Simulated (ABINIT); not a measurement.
Planning a run of ABINIT 10.8.3 on TiO2 (Anatase). The input:

```
acell 3*1.0 Angstrom
rprim 
  -1.892100000000 1.892100000000 4.757300000000
  1.892100000000 -1.892100000000 4.757300000000
  1.892100000000 1.892100000000 -4.757300000000
ntypat 2
znucl 22 8
natom 6
typat 1 1 2 2 2 2
xred 
  0.000000000000 0.000000000000 -0.000000000000
  0.750000000000 0.250000000000 0.500000000000
  0.208100000000 0.208100000000 -0.000000000000
  0.958100000000 0.458100000000 0.500000000000
  0.541900000000 0.041900000000 0.500000000000
  0.791900000000 0.791900000000 -0.000000000000
pp_dirpath "pseudos"
pseudos "Ti.upf, O.upf"
ecut 38
ngkpt 4 4 4
nshiftk 1
shiftk 0 0 0
kptopt 1
chksymbreak 0
istwfk *1
occopt 1
irdwfk 1
optdriver 3
nband 63
ecuteps 3.9
inclvkb 2
awtr 1
symchi 1
ecutwfn 19
indata_prefix "in"
outdata_prefix "out"
tmpdata_prefix "tmp"
```

```sh
OMP_NUM_THREADS=1 mpirun -n 8 abinit run.abi > log
```

Q: Estimate wall time and host memory on 8 MPI ranks of Arm Neoverse V1, shared host.

It took 3.6 min; on shared hardware allow 1.8 min to 7.3 min. Peak host memory was 11 GiB.

[Paths, hosts, dates, memory and timing lines, banners, echoed tables and standing remarks are left out of the program output.]

[Logs are printed without paths, hosts, clocks, repeated set-up lines and the standing remarks that a program may print on its own settings, such as how far it seeks lower states.]

[Runs of the session that timed out or met a known fault of the program may be left out.]

[Hosts, paths, dates, database ids (printed as entryN), source tags and the programs' standing remarks are cut or masked in the printed files.]

[G0W0 gaps are taken among the corrected bands and points alone; a level outside them can change the order at an edge.]

[Where Ansatz stands beside ABINIT at settings called matched, ABINIT's density can come from a denser mesh and the files from another edition; pairs whose starting gaps differed by over 0.03 eV were left out, so agreement reads better than it is.]
